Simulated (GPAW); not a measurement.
# KZnF3 (Pm-3m): G0W0 with GPAW, start to end, part 2 of 2

Wanted: ground state, empty states, screening and self-energy for KZnF3 (Pm-3m).

GPAW 26.7.0; PBE and many-body steps on it, plane waves. Known limits of the many-body steps: not at the basis limit; d shell near the gap, gap tends to lie low; coarse k mesh.

So far. Step 3 (Bands along the symmetry lines): The gap is 3.811 eV, as in the run before at this level. Step 4 (Empty states on the mesh, 4×4×4 mesh, 315 bands): On this mesh the gap is 3.811 eV.

## Step 5: Screening and self-energy, 4×4×4 mesh, 141 bands, screening to 96 eV

Now the one-shot GW correction: screening in the RPA, then the self-energy of the levels asked for.

This step: G0W0 on PBE, plane waves, PAW.

run.py

```python
import json
import numpy as np
from gpaw.mpi import world
from gpaw.response.g0w0 import G0W0

gw = G0W0('full.gpw',
    filename='gw',
    kpts=[0, 9],
    bands=(19, 23),
    ecut=96,
    nbands=141,
    integrate_gamma='WS',
    ppa=True)
gw.calculate()
res = {mode: {k: v for k, v in r.items() if k != 'sigma_eskwn'}
       for mode, r in gw.all_results.items()}

if world.rank == 0:
    with open('result.json', 'w') as f:
        json.dump(res, f, default=lambda x: x.tolist())
```

The run is started by

```
mpirun -n 4 gpaw python run.py
```

Numbers of over 12 decimals in the logs are rounded to 6 here.

The log of the run:

```text
Using integrator: PointIntegrator
FrequencyGridDescriptor(from 0.000+0.000j to 0.000+27.211j eV, 2 points)
Nonperiodic BCs:  [False False False]
Using integrator: PointIntegrator
FrequencyGridDescriptor(from 0.000+0.000j to 0.000+27.211j eV, 2 points)
Nonperiodic BCs:  [False False False]
  ___  _ _ _
 |   || | | |
 | | || | | |
 |__ ||_____|
 |___|

BZ k-points: Symmetries present (total): 48

  [... matrices ...]
64 k-points: 4 x 4 x 4 Monkhorst-Pack grid + [1/8,1/8,1/8]
10 k-points in the irreducible part of the Brillouin zone
       k-points in crystal coordinates                weights
   0:     0.00000000    0.00000000    0.00000000          1/64
   1:     0.25000000    0.00000000    0.00000000          6/64
   2:     0.25000000    0.25000000    0.00000000         12/64
   3:     0.25000000    0.25000000    0.25000000          8/64
   4:     0.50000000    0.00000000    0.00000000          3/64
   5:     0.50000000    0.25000000    0.00000000         12/64
   6:     0.50000000    0.25000000    0.25000000         12/64
   7:     0.50000000    0.50000000    0.00000000          3/64
   8:     0.50000000    0.50000000    0.25000000          6/64
   9:     0.50000000    0.50000000    0.50000000          1/64

Distributing spins, k-points and bands (1 x 2 x 4) over 4 processes
Number of blocks: 1

Quasi particle states:
k-points (IBZ indices): [0, 9]
Band range: (19, 23)
  [... matrices ...]
Computational parameters:
Plane wave cut-off: 96 eV
Number of bands: 141
Coulomb cutoff: None
Broadening: 0.1 eV

fxc modes: GW
Kernel: RPA
Using Godby-Needs plasmon-pole approximation:
  Fitting energy: i*E0, E0 = 1.000 Hartree
Summing all q:

Calculating screened Coulomb potential
No Coulomb truncation
FrequencyGridDescriptor(from 0.000+0.000j to 0.000+27.211j eV, 2 points)
Removing empty qpoint cache files...

Calculating chi0 body with:
    Ground state adapter containing:
    Number of spins: 1
    Number of kpoints: 64
    Number of irreducible kpoints: 10
    Number of completely occupied states: 21
    Number of partially occupied states: 21
    Occupied states memory: 4.4296875 M / cpu

    Linear response parametrization:
    q_c: [0.0, 0.0, 0.0]
    Number of frequency points: 2
    Planewave cutoff: 96.0
    Number of bands: 141
    Number of planewaves: 147
    Broadening (eta): 1e-06
    comm.size: 4
    kncomm.size: 4
    blockcomm.size: 1

    Memory estimate of potentially large arrays:
        chi0_wGG: 0.659454 M / cpu
Integrating chi0 body.

Symmetries of q_c:
    Direct symmetries (Uq -> q): 48
    Indirect symmetries (TUq -> q): 0
In total 48 allowed symmetries.

  [... matrices ...]
10 groups of equivalent kpoints. 84.375% reduction.

Integral kind: response function
Integrating chi0 head and wings.

Symmetries of q_c:
    Direct symmetries (Uq -> q): 48
    Indirect symmetries (TUq -> q): 0
In total 48 allowed symmetries.

  [... matrices ...]
10 groups of equivalent kpoints. 84.375% reduction.

Integral kind: response function wings

Calculating chi0 body with:
    Ground state adapter containing:
    Number of spins: 1
    Number of kpoints: 64
    Number of irreducible kpoints: 10
    Number of completely occupied states: 21
    Number of partially occupied states: 21
    Occupied states memory: 4.4296875 M / cpu

    Linear response parametrization:
[... the further q-points ...]

Results:
f:      Occupation numbers
eps:     KS-eigenvalues [eV]
vxc:     KS vxc [eV]
exx:     Exact exchange [eV]
sigma:   Self-energies [eV]
dsigma:  Self-energy derivatives
Z:       Renormalization factors
qp:      QP-energies [eV]

k-point 0 (0): (0.000, 0.000, 0.000)                GW
band       f     eps     vxc     exx   sigma  dsigma       Z      qp
                                                                   GW
  19   1.000  -0.061 -23.825 -31.388   5.260  -0.251   0.800  -1.902
  20   1.000  -0.061 -23.825 -31.388   5.260  -0.251   0.800  -1.902
  21   0.000   5.610 -14.336  -9.331  -3.248  -0.143   0.875   7.147
  22   0.000  10.491 -10.366  -4.985  -3.195  -0.120   0.893  12.442

k-point 1 (9): (0.500, 0.500, 0.500)                GW
band       f     eps     vxc     exx   sigma  dsigma       Z      qp
                                                                   GW
  19   1.000   1.799 -34.380 -43.018   5.763  -0.232   0.812  -0.535
  20   1.000   1.799 -34.380 -43.018   5.763  -0.232   0.812  -0.535
  21   0.000  10.223 -11.960  -6.466  -3.383  -0.134   0.882  12.086
  22   0.000  10.223 -11.960  -6.466  -3.383  -0.134   0.882  12.086
```

The job ended after 100 s (4 MPI ranks of Arm Neoverse N1, shared host; peak memory 1.6 GiB; 6.7 min of CPU time).

This step gave:

| Property | Result |
| --- | --- |
| G0W0 gap on the points computed | 7.682 eV |
| least direct G0W0 gap on the computed points | 9.049 eV |
| Z at the valence top | 0.8117 |
| Z at the conduction bottom | 0.8747 |
| starting gap on the mesh | 3.811 eV |
| k of the valence top | 0.5, 0.5, 0.5 |
| k of the conduction bottom | 0, 0, 0 |

The gap on the mesh goes from 3.81 eV to 7.68 eV, a correction of +3.87 eV.

Limits: finite bands, cutoff and mesh; d shell near the gap, gap tends to lie low; coarse k mesh. v1 is the top filled band, c1 the lowest empty one. The levels before and after the correction (eV, zero at the valence-band top of each column):

|  | conduction bottom | valence top |
| --- | --- | --- |
| Kohn-Sham | 3.81 | 0.00 |
| G0W0 | 7.68 | 0.00 |

|  | level | energy (eV) |
| --- | --- | --- |
| Kohn-Sham | Γ v2-v1 | -1.859 |
| Kohn-Sham | Γ c1 | 3.811 |
| Kohn-Sham | Γ c2 | 8.692 |
| Kohn-Sham | (0.5 0.5 0.5) v2-v1 | 0.000 |
| Kohn-Sham | (0.5 0.5 0.5) c1-c2 | 8.425 |
| G0W0 | Γ v2-v1 | -1.367 |
| G0W0 | Γ c1 | 7.682 |
| G0W0 | Γ c2 | 12.977 |
| G0W0 | (0.5 0.5 0.5) v2-v1 | 0.000 |
| G0W0 | (0.5 0.5 0.5) c1-c2 | 12.620 |

## Step 6: Where the time went

Times are wall times on 4 MPI ranks of Arm Neoverse N1, shared host, good to a factor of about two.

| step | time | share | memory (GiB) |
| --- | --- | --- | --- |
| ground state | 19 s | 8 % | 0.72 |
| bands along the symmetry lines | 52 s | 22 % | 0.82 |
| empty states on the mesh | 70 s | 29 % | 2.3 |
| screening and self-energy | 100 s | 42 % | 1.6 |

## Step 7: What came out

```yaml
pbe_gap: 3.81 eV, indirect
g0w0_gap_on_the_mesh: 7.68 eV
gw_settings: 4×4×4 mesh, 141 bands, screening to 96 eV, Godby-Needs plasmon pole
known_limits: not at the basis limit; d shell near the gap, gap tends to lie low; coarse k mesh
```

What this shows: G0W0 moves the gap on the mesh from 3.81 eV to 7.68 eV (+3.87 eV), with Z of 0.81 and 0.87 at the edges. Only 2 of the mesh's irreducible points were corrected, so a valley elsewhere could overtake. Bands and cutoff are finite, so the gap is not at the basis limit. The miss can reach some tenths of an eV and take either sign; the mesh is an error of its own. These stock PAW sets were not made for GW. In the G0W0 run levels were corrected at 2 k points alone, so a gap called «on the mesh» is the least over those, and an edge elsewhere would be missed. The 4×4×4 mesh is coarse for this cell, which bears on the long-range parts of exchange and screening. This is the ideal cubic cell; many perovskites, halides above all, are cubic only on average, and local tilts or off-centring can widen the gap. A d shell, filled or nearly so, lies near the gap. One-shot GW converges very slowly in bands there, not always from below, and on a semilocal start the gap tends to come out low; starts rich in exact exchange can overshoot instead.

[Paths, hosts, dates, memory and timing lines, banners, echoed tables and standing remarks are left out of the program output.]

[Logs are printed without paths, hosts, clocks, repeated set-up lines and the standing remarks that a program may print on its own settings, such as how far it seeks lower states.]

[Runs of the session that timed out or met a known fault of the program may be left out.]

[Hosts, paths, dates, database ids (printed as entryN), source tags and the programs' standing remarks are cut or masked in the printed files.]
